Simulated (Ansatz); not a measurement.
Rows from a G0W0 calculation on SnPHO3 (Cc) (Ansatz 0.2.0; G0W0 on PBE with a share 0.5 of exact exchange, plane waves, PAW; PAW set soft_1; 2×2×4 mesh, 731 empty bands, screening to 150 eV, PAW set soft_1 files), in eV. Spin-orbit coupling is left out.

```
row                       k  band   start       Σx  Σc at the solution      Vxc
  A                       Γ    c2  11.202   -8.352              -3.151  -11.397
  B  (0.000, 0.000, -0.500)    v1   1.472  -18.957               1.112  -18.004
  C                       Γ    v2   1.238  -20.000               1.479  -18.779
  D                       Γ    v1   2.519  -19.472               0.969  -18.659
  E  (0.000, 0.000, -0.500)    c1   9.492   -6.629              -2.909   -9.347
  F                       Γ    c1   9.805   -6.896              -3.071   -9.781
```

**Question.** Give the quasiparticle energies and the shift of each level.

The quasiparticle equation reads E = start + Σx + Σc(E) − Vxc.

```
row  E (eV)  shift (eV)
  A  11.096      −0.107
  B   1.631      +0.159
  C   1.496      +0.258
  D   2.675      +0.156
  E   9.300      −0.192
  F   9.619      −0.186
```

The gap over the computed points goes from 6.97 eV to 6.63 eV.

Limits: not at the basis limit; no spin-orbit coupling; coarse k mesh.

[Paths, hosts, dates, memory and timing lines, banners, echoed tables and standing remarks are left out of the program output.]

[Logs are printed without paths, hosts, clocks, repeated set-up lines and the standing remarks that a program may print on its own settings, such as how far it seeks lower states.]

[Runs of the session that timed out or met a known fault of the program may be left out.]

[Cells called generated may have been cut or substituted from an entry of the Crystallography Open Database or the Materials Project.]

[Hosts, paths, dates, database ids (printed as entryN), source tags and the programs' standing remarks are cut or masked in the printed files.]
